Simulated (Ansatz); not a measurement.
## As (Pm-3m, 1 atom in the cell): from the cell to its phonons

Aim: the vibrations of As (Pm-3m, 1 atom in the cell), their spectra, and whether the structure is stable.

Method: DFT PBEsol, scalar-relativistic, plane waves, PAW, in Ansatz 0.2.0.

This is not the structure that As takes at ambient pressure and room temperature (space group No. 166); it is a model or a phase of other conditions.

## 1. The starting structure

The structure is cubic, space group Pm-3m (No. 221). Conventional cell: a = 2.704 Å, b = 2.704 Å, c = 2.704 Å, α = 90.00°, β = 90.00°, γ = 90.00°. As has 6 As at 2.70 Å nearest.

## 2. Relaxation

The cell and atoms are relaxed, since residual forces and stress would shift the frequencies.

The input, input.yaml:

```yaml
crystal:
  lattice:
    - [2.7036817444, 0.0, 0.0]
    - [0.0, 2.7036817444, 0.0]
    - [0.0, 0.0, 2.7036817444]
  atoms:
    - { symbol: As, position: [0.5, 0.5, 0.5] }
kpoints:
  mp_grid: { grid: [14, 14, 14] }
hamiltonian:
  xc: pbesol
scf:
  occupations: { method: gaussian, width: 0.1 }
output:
  forces: true
  stress: true
  eigenvalues: true
relax:
  adjacent_minimum: "off"
  f_tol: 0.005
  max_steps: 80
  cell: { stress_tol: 0.05 }
```

On the command line:

```sh
> ansatz run input.yaml --threads 4 --pin off --max-ram 7168MiB --backend cpu --events-out ev --progress --plain --runs-dir out
```

Numbers of over 12 decimals in the logs are rounded to 6 here.

The program printed:

```text
Engine: ansatz 0.2.0, aarch64-unknown-linux-gnu
Pseudopotentials: kind: paw
Pseudopotential: As, paw, valence charge 15, recommended cutoff 420 eV (normal), As.paw.azcp
Functional definition: PBEsol
  exchange = pbesol_x
  correlation = pbesol_c
Crystal: 1 atoms, lattice volume = 19.764 Å³
Basis set: ecut = 420 eV, 389 PW (Γ), exchange–correlation on 40×40×40 points (8 copies of the dense FFT grid, shifted against one another)
Bands: 12, of which v1, the nominal top of the filled ones, is band 8 counted from 1 (7 counted from 0)
Symmetry: 48 space group operations
Space group: Pm-3m (ITA 221), of the structure as read, at distance tolerance 2.7e-5 Å
k-points: 120 of 2744
Non-local potential: As, projectors of the file, l = 0: 2, l = 1: 2, l = 2: 3, l = 3: 1
PAW form: soft (Blöchl's): semilocal exchange-correlation on the pseudo side does not see the compensation charge
PAW frozen core: As, regenerated for the run's functional, and the local potential with it (the file was generated under x = pbe(κ = 0.804, μ = 0.219515), c = pbe(β = 0.066725))
PAW one-centre angular grid: As, 590 points (default); XC on 64 Gauss nodes
Initial density: superposition of atomic densities (neutral atoms: chi_scale 0, normalization atom), corrected by the library's trained network
Initial wavefunctions: pseudopotential atomic-orbital guess
Functional: x = pbesol(κ = 0.804, μ = 0.123457), c = pbesol(β = 0.046)
SCF iter   1: F=—  HF=-4812.947830 eV  |F-HF|=—  |Δ(HF+E_count)|=         —  Δρ=1.01e-3  dr2=6.68e-5  ethr=1.77e-3  ⟨swp⟩=5.2  Hψ=8622  notcnv=0
preconditioner: auto → none  [metal: Δε(μ)=0.057 eV  Ē_g=15.045 eV  σ=0.100 eV  W_gap=0.30  n_scr=6 (ndim 8)  ℏωp=18.7 eV  f_vac=0.001  D(μ)=0.66/eV (n_scr^D=6)  sad-step TF]
SCF iter   2: F=—  HF=-4812.947517 eV  |F-HF|=—  |Δ(HF+E_count)|=   3.13e-4  Δρ=5.65e-4  dr2=2.60e-5  ethr=4.45e-7  ⟨swp⟩=2.0  Hψ=3306  notcnv=0
SCF iter   3: F=—  HF=-4812.947543 eV  |F-HF|=—  |Δ(HF+E_count)|=   2.51e-5  Δρ=2.15e-4  dr2=4.35e-6  ethr=1.74e-7  ⟨swp⟩=2.1  Hψ=2250  notcnv=0
SCF iter   4: F=—  HF=-4812.947548 eV  |F-HF|=—  |Δ(HF+E_count)|=   5.55e-6  Δρ=4.77e-5  dr2=5.48e-7  ethr=2.90e-8  ⟨swp⟩=2.0  Hψ=2287  notcnv=0
SCF iter   5: F=—  HF=-4812.947548 eV  |F-HF|=—  |Δ(HF+E_count)|=   6.02e-7  Δρ=1.57e-5  dr2=5.96e-8  ethr=3.65e-9  ⟨swp⟩=2.0  Hψ=2285  notcnv=0
SCF iter   6: F=-4812.947547 eV  HF=-4812.947547 eV  |F-HF|=4.48e-10  |Δ(HF+E_count)|=   7.25e-8  Δρ=1.09e-6  dr2=2.51e-10  ethr=3.97e-10  ⟨swp⟩=5.5  Hψ=6241  notcnv=0
SCF 1 converged in 6 iterations: F = -4812.947547 eV  dr2 = 2.51e-10
  greatest PAW one-centre occupation: 0.999 electrons in one spin orbital (limit 2), on the As atom at site 0 (counted from 0), in its partial waves of l = 2
relax step   1: F+E_penalty+E_count = -4812.94754746 eV  Δ(F+E_penalty+E_count) = +0.000e0 eV  max|allowed force component| = 0.000e0 eV/Å  Δτ_max = 0.0000 Å  P = -1.239 GPa  Ω = 19.764 Å³  (6 SCF iters, dr2 threshold 1.00e-7 eV, accepted)
Crystal: 1 atoms, lattice volume = 19.372 Å³
Initial density: handed on by an earlier stage of this run
Initial wavefunctions: those handed on with the density
iter 1 solved again at ethr=5.94e-7 eV; its pass at ethr=3.10e-3 eV (dr2=8.90e-5 eV) is discarded
SCF iter   1: F=—  HF=-4812.948621 eV  |F-HF|=—  |Δ(HF+E_count)|=         —  Δρ=6.38e-4  dr2=8.52e-5  ethr=5.94e-7  ⟨swp⟩=2.1  Hψ=10485  notcnv=0
preconditioner: auto → none  [metal: Δε(μ)=0.062 eV  Ē_g=15.202 eV  σ=0.100 eV  W_gap=0.33  n_scr=6 (ndim 8)  ℏωp=18.9 eV  f_vac=0.000  D(μ)=0.64/eV (n_scr^D=6)]
SCF iter   2: F=—  HF=-4812.948617 eV  |F-HF|=—  |Δ(HF+E_count)|=   3.27e-6  Δρ=3.09e-4  dr2=1.72e-5  ethr=5.68e-7  ⟨swp⟩=1.2  Hψ=1523  notcnv=0
SCF iter   3: F=—  HF=-4812.948620 eV  |F-HF|=—  |Δ(HF+E_count)|=   2.83e-6  Δρ=4.28e-5  dr2=2.67e-7  ethr=1.15e-7  ⟨swp⟩=2.0  Hψ=2102  notcnv=0
SCF iter   4: F=-4812.948620 eV  HF=-4812.948620 eV  |F-HF|=3.25e-9  |Δ(HF+E_count)|=   3.69e-7  Δρ=1.25e-5  dr2=1.22e-8  ethr=6.67e-10  ⟨swp⟩=5.0  Hψ=6758  notcnv=0
SCF 2 converged in 4 iterations: F = -4812.948620 eV  dr2 = 1.22e-8
relax step   2: F+E_penalty+E_count = -4812.94861996 eV  Δ(F+E_penalty+E_count) = -1.073e-3 eV  max|allowed force component| = 0.000e0 eV/Å  Δτ_max = 0.0000 Å  P = +0.447 GPa  Ω = 19.372 Å³  energy of the carried Pulay correction = +6.718e-5 eV  (4 SCF iters, dr2 threshold 1.00e-7 eV, accepted)
Crystal: 1 atoms, lattice volume = 19.474 Å³
iter 1 solved again at ethr=4.22e-8 eV; its pass at ethr=3.10e-3 eV (dr2=6.33e-6 eV) is discarded
SCF iter   1: F=—  HF=-4812.948742 eV  |F-HF|=—  |Δ(HF+E_count)|=         —  Δρ=1.66e-4  dr2=5.97e-6  ethr=4.22e-8  ⟨swp⟩=2.1  Hψ=10184  notcnv=0
preconditioner: auto → none  [metal: Δε(μ)=0.066 eV  Ē_g=15.159 eV  σ=0.100 eV  W_gap=0.35  n_scr=6 (ndim 8)  ℏωp=18.8 eV  f_vac=0.000  D(μ)=0.65/eV (n_scr^D=6)]
SCF iter   2: F=—  HF=-4812.948740 eV  |F-HF|=—  |Δ(HF+E_count)|=   1.39e-6  Δρ=7.95e-5  dr2=1.18e-6  ethr=3.98e-8  ⟨swp⟩=1.5  Hψ=1635  notcnv=0
SCF iter   3: F=-4812.948740 eV  HF=-4812.948740 eV  |F-HF|=5.47e-8  |Δ(HF+E_count)|=   1.55e-7  Δρ=1.10e-5  dr2=1.86e-8  ethr=6.67e-10  ⟨swp⟩=2.8  Hψ=5209  notcnv=0
SCF 3 converged in 3 iterations: F = -4812.948740 eV  dr2 = 1.86e-8
relax step   3: F+E_penalty+E_count = -4812.94874037 eV  Δ(F+E_penalty+E_count) = -1.204e-4 eV  max|allowed force component| = 0.000e0 eV/Å  Δτ_max = 0.0000 Å  P = -0.011 GPa  Ω = 19.474 Å³  energy of the carried Pulay correction = +4.951e-5 eV  (3 SCF iters, dr2 threshold 1.00e-7 eV, accepted)
Basis set: ecut = 420 eV, 389 PW (Γ), exchange–correlation on 36×36×36 points (8 copies of the dense FFT grid, shifted against one another)
Initial wavefunctions: pseudopotential atomic-orbital guess (no wavefunctions were taken with the density)
iter 1 solved again at ethr=2.28e-8 eV; its pass at ethr=3.10e-3 eV (dr2=3.42e-6 eV) is discarded
SCF iter   1: F=—  HF=-4812.948680 eV  |F-HF|=—  |Δ(HF+E_count)|=         —  Δρ=1.65e-5  dr2=2.98e-8  ethr=2.28e-8  ⟨swp⟩=2.7  Hψ=12212  notcnv=0
SCF iter   2: F=—  HF=-4812.948691 eV  |F-HF|=—  |Δ(HF+E_count)|=   1.12e-5  Δρ=7.84e-6  dr2=5.09e-9  ethr=1.99e-10  ⟨swp⟩=2.5  Hψ=2382  notcnv=0
SCF iter   3: F=—  HF=-4812.948691 eV  |F-HF|=—  |Δ(HF+E_count)|=   4.72e-9  Δρ=1.44e-6  dr2=1.79e-10  ethr=3.40e-11  ⟨swp⟩=2.6  Hψ=2406  notcnv=0
SCF iter   4: F=-4812.948691 eV  HF=-4812.948691 eV  |F-HF|=3.64e-12  |Δ(HF+E_count)|=  2.42e-10  Δρ=3.09e-7  dr2=7.76e-12  ethr=1.00e-12  ⟨swp⟩=3.4  Hψ=6190  notcnv=0
SCF 4 converged in 4 iterations: F = -4812.948691 eV  dr2 = 7.76e-12
relax step   4: F+E_penalty+E_count = -4812.94869108 eV  Δ(F+E_penalty+E_count) = +4.929e-5 eV  max|allowed force component| = 0.000e0 eV/Å  Δτ_max = 0.0000 Å  P = -0.012 GPa  Ω = 19.474 Å³  stress off target by 1.17e-2 GPa  SCF on the basis re-selected at this cell (its energy is not comparable with the rows above)  (4 SCF iters)
basis re-selected at this cell: Δ(F+E_penalty+E_count) = +4.929e-5 eV, ΔP = -0.001 GPa vs the last step (what re-selecting the basis moved, of the pressure what is left beyond the Pulay correction that the steps carried, after the strain that the cell walked since its last selection, with what the two solves' SCF thresholds leave and, on support functions, any second-order correction that the steps lacked; it is no measure of the basis error at this ecutwfc). The dense FFT grid was sized anew with the basis: this SCF ran on 18×18×18 points, the steps before it on 20×20×20, so part of this shift can come from that change (see relax.cell in the input reference). [rest of the remark cut]
SCF converged after 4 iterations
Free energy (F): -4812.948691 eV
Harris-Foulkes:  -4812.948691 eV  (|F-HF|=3.64e-12)
Internal energy: -4812.945451 eV  (E = F + TS)
E sigma→0 (E₀):  -4812.947071 eV
Entropy (-TS):   -0.003240 eV (-3.240 meV/atom)
Fermi energy:    11.803670 eV
--- Per-component energies (eV) ---
  E_band       = -213.492907
  E_kinetic    = 102.971964
  E_local      = -1536.996328  (includes V_loc(G=0)·N_el)
  E_nonlocal   = -668.267621
  E_hartree    = 868.364143
  E_xc         = -78.979730
  E_vxc        = -79.595541  (∫ρ·V_xc dr)
  E_paw        = -1792.612360  (= ΣΔE_a)
  E_vpaw       = 231.666375  (= ΣTr[D̂ρ^β])
  E_aug_tail   = 0.000006  (compensation charges beyond the density's cutoff)
  E_ewald      = -1708.391954
  E_core_change = 0.966429  (= ΣΔE_core)
  E_smearing   = -0.003240  (= −TS)
  E_closure    = 0.000000  (closes the sum)
  Σ components = -4812.948691   (vs F -4812.948691, Δ=0.00e0)
--- Forces (eV/Å), atoms counted from 1 ---
  atom   1  As     0.00000000     0.00000000     0.00000000
  max |Σ_I F_I| component: 3.94e-31 eV/Å
--- Stress (GPa, compression-positive) ---
       -0.011743      -0.000000       0.000000
       -0.000000      -0.011743       0.000000
        0.000000       0.000000      -0.011743
  P = ⅓ Tr σ = -0.0117 GPa (-0.117 kbar)
--- Band table (eV; the first three rows and the last of 120) ---
  k-point 0: bands = [... 4 lower, -24.1037, -3.3101, 16.0162, 16.0162, 16.0162, 20.4317, 20.4317, 22.3452]
  k-point 1: bands = [... 4 lower, -24.1036, -3.2144, 14.7740, 16.1009, 16.1009, 20.5191, 21.2986, 22.9849]
  k-point 2: bands = [... 4 lower, -24.1033, -2.9298, 12.5903, 16.3493, 16.3493, 20.7788, 21.9867, 25.2475]
  k-point 119: bands = [... 4 lower, -24.0597, 6.9777, 9.9755, 9.9755, 9.9755, 17.7228, 17.7228, 17.7228]
--- Relaxed structure (3 steps of the walk, 3 accepted, 1 SCFs on fresh bases) ---
  F+E_penalty+E_count = -4812.94869108 eV   max|allowed force component| = 0.000e0 eV/Å   (the final SCF, on the basis selected at the relaxed cell)
  cell:  # Å, volume = 19.4744 Å³
    - [2.690430, 0, 0.0]
    - [0, 2.690430, 0.0]
    - [0.0, 0.0, 2.690430]
  atoms:
    - { symbol: As, position: [0.500000, 0.500000, 0.500000] }
```

It took 2.3 s on 4 threads of Arm Neoverse V1, shared host; peak memory 0.31 GiB.

The steps of the relaxation:

```
step  energy less that of the first step (eV)  largest force component (eV/Å)  pressure (GPa)  volume (Å³)
   1                                   0.0000                          0.0000           -1.24        19.76
   2                                  -0.0011                          0.0000            0.45        19.37
   3                                  -0.0012                          0.0000           -0.01        19.47
  4*                                  -0.0011                          0.0000           -0.01        19.47
```

Relaxation steps marked * repeat the geometry before them on a plane-wave basis chosen anew for their cell, so energy and pressure can jump there.

```
conventional cell, symmetrised  before  after  change
                         a (Å)   2.704  2.690  -0.5 %
                         b (Å)   2.704  2.690  -0.5 %
                         c (Å)   2.704  2.690  -0.5 %
              volume (Å³/atom)   19.76  19.47  -1.5 %
```

The relaxed structure:

```xyz
1
Lattice="2.6904 0.0000 0.0000 0.0000 2.6904 0.0000 0.0000 0.0000 2.6904" Properties=species:S:1:pos:R:3 pbc="T T T"
As    1.3452    1.3452    1.3452
```

This step gave:

- pressure: -0.01174 GPa
- volume per atom: 19.47 Å³
- gap on the k-mesh: 0 eV

In this step the volume went from 19.76 to 19.47 Å³/atom.

## 3. Tight relaxation

Phonons need a cell at rest on their own settings, so the relaxation is repeated with tight tolerances on forces and stress, using the mesh and the filling of the phonon run that follows.

The input, input.yaml:

```yaml
crystal:
  lattice:
    - [2.6904298767, 0.0, 0.0]
    - [0.0, 2.6904298767, 0.0]
    - [0.0, 0.0, 2.6904298767]
  atoms:
    - { symbol: As, position: [0.5, 0.5, 0.5] }
kpoints:
  mp_grid: { grid: [16, 16, 16] }
hamiltonian:
  xc: pbesol
scf:
  occupations: { method: methfessel_paxton, width: 0.15 }
output:
  forces: true
  stress: true
  eigenvalues: true
  write_density: true
  write_potential: true
  elf: true
  volumetric_format: npy
relax:
  adjacent_minimum: "off"
  f_tol: 0.001
  max_steps: 60
  cell: { stress_tol: 0.01 }
```

The program printed:

```text
[...]
Crystal: 1 atoms, lattice volume = 19.474 Å³
Basis set: ecut = 420 eV, 389 PW (Γ), exchange–correlation on 36×36×36 points (8 copies of the dense FFT grid, shifted against one another)
Bands: 12, of which v1, the nominal top of the filled ones, is band 8 counted from 1 (7 counted from 0)
Symmetry: 48 space group operations
[...]
k-points: 165 of 4096
[...]
k-point 2: bands = [... 4 lower, -24.0737, -3.0024, 13.1878, 16.3157, 16.3157, 20.7357, 21.8974, 24.6385]
  k-point 164: bands = [... 4 lower, -24.0297, 7.0265, 10.0060, 10.0060, 10.0060, 17.7550, 17.7550, 17.7550]
--- Relaxed structure (3 steps of the walk, 3 accepted, 1 SCFs on fresh bases) ---
[...]
cell:  # Å, volume = 19.4343 Å³
    - [2.688578, 0, 0.0]
    - [0, 2.688578, 0.0]
    - [0.0, 0.0, 2.688578]
  atoms:
    - { symbol: As, position: [0.5, 0.5, 0.5] }
[key lines of the parts left out:]
SCF converged after 4 iterations
Free energy (F): -4812.946120 eV
Fermi energy:    11.856250 eV
P = ⅓ Tr σ = -0.0004 GPa (-0.004 kbar)
```

Run time: 3 s. Hardware: 4 threads; peak memory 0.33 GiB.

Little changed from the start: no atom moved by 0.005 Å and no cell edge by 0.1 %.

Numbers from this step:

| Item | Value |
| --- | --- |
| pressure | -3.80e-4 GPa |
| volume per atom | 19.43 Å³ |

Valence density in the ac plane at fractional y = 0.500, with atoms of As within 0.2 Å of it. It is the smooth field of the valence electrons, not physical close to the nuclei.

Ten even steps from '_' (0 e/Å³) to '@' (34 e/Å³):
```
____________________________
____________________________
____________________________
______________..____________
__________..::--::..________
__________::++##++::________
________..--##@@##--..______
__________::++##++::________
__________..::--::..________
______________..____________
____________________________
____________________________
____________________________
____________________________
```
Columns run along a (2.7 Å), rows up along c (2.7 Å). Atoms in or near the plane, at fractional coordinates: As at (0.50, 0.50).

Electrostatic potential energy in the ac plane at fractional y = 0.500, with atoms of As within 0.2 Å of it. With pseudopotentials it is smooth inside the atoms' cores, unlike the true potential.

Values in eV, 14 rows by 14 columns:
```
14 14 13 12 11 10  9  8  9 10 11 12 13 14
14 13 12 10  8  4  0 -1  0  4  8 10 12 13
13 12 10  6 -1 -6 -8 -8 -8 -6 -1  6 10 12
12 11  8 -1 -8 -6 -1  2 -1 -6 -8 -1  8 11
11 10  4 -6 -6  5 16 21 16  5 -6 -6  4 10
10  9  0 -8 -1 16 32 32 32 16 -1 -8  0  9
10  8 -1 -8  2 21 32 32 32 21  2 -8 -1  8
10  9  0 -8 -1 16 32 32 32 16 -1 -8  0  9
11 10  4 -6 -6  5 16 21 16  5 -6 -6  4 10
12 11  8 -1 -8 -6 -1  2 -1 -6 -8 -1  8 11
13 12 10  6 -1 -6 -8 -8 -8 -6 -1  6 10 12
14 13 12 10  8  4  0 -1  0  4  8 10 12 13
14 14 13 12 11 10  9  8  9 10 11 12 13 14
14 14 14 13 12 11 10 10 10 11 12 13 14 14
```
Columns run along a (2.7 Å; values clipped at the 3rd and 97th percentile), rows up along c (2.7 Å). Atoms in or near the plane, at fractional coordinates: As at (0.50, 0.50).

ELF in the ac plane at fractional y = 0.500, with atoms of As within 0.2 Å of it. It is the smooth field of the valence electrons, not physical close to the nuclei.

Values, 14 rows by 14 columns:
```
0.12 0.15 0.24 0.37 0.48 0.56 0.60 0.62 0.60 0.56 0.48 0.37 0.24 0.15
0.19 0.24 0.36 0.48 0.56 0.61 0.64 0.64 0.64 0.61 0.56 0.48 0.36 0.24
0.31 0.37 0.48 0.56 0.61 0.64 0.64 0.64 0.64 0.64 0.61 0.56 0.48 0.37
0.43 0.48 0.56 0.61 0.63 0.60 0.53 0.50 0.53 0.60 0.63 0.61 0.56 0.48
0.53 0.56 0.61 0.64 0.60 0.45 0.32 0.27 0.32 0.45 0.60 0.64 0.61 0.56
0.59 0.60 0.64 0.64 0.53 0.32 0.21 0.24 0.21 0.32 0.53 0.64 0.64 0.60
0.60 0.62 0.64 0.64 0.50 0.27 0.24 0.45 0.24 0.27 0.50 0.64 0.64 0.62
0.59 0.60 0.64 0.64 0.53 0.32 0.21 0.24 0.21 0.32 0.53 0.64 0.64 0.60
0.53 0.56 0.61 0.64 0.60 0.45 0.32 0.27 0.32 0.45 0.60 0.64 0.61 0.56
0.43 0.48 0.56 0.61 0.63 0.60 0.53 0.50 0.53 0.60 0.63 0.61 0.56 0.48
0.31 0.37 0.48 0.56 0.61 0.64 0.64 0.64 0.64 0.64 0.61 0.56 0.48 0.37
0.19 0.24 0.36 0.48 0.56 0.61 0.64 0.64 0.64 0.61 0.56 0.48 0.36 0.24
0.12 0.15 0.24 0.37 0.48 0.56 0.60 0.62 0.60 0.56 0.48 0.37 0.24 0.15
0.10 0.12 0.19 0.31 0.43 0.53 0.59 0.60 0.59 0.53 0.43 0.31 0.19 0.12
```
Columns run along a (2.7 Å), rows up along c (2.7 Å). Atoms in or near the plane, at fractional coordinates: As at (0.50, 0.50).

The forces vanish by symmetry and the pressure is 0.000 GPa, within the tolerances set. The cell now holds 19.43 Å³/atom.

[end of part 1 of 2]

[Logs are printed without paths, hosts, clocks, repeated set-up lines and the standing remarks that a program may print on its own settings, such as how far it seeks lower states.]

[Hosts, paths, dates, database ids (printed as entryN), source tags and the programs' standing remarks are cut or masked in the printed files.]
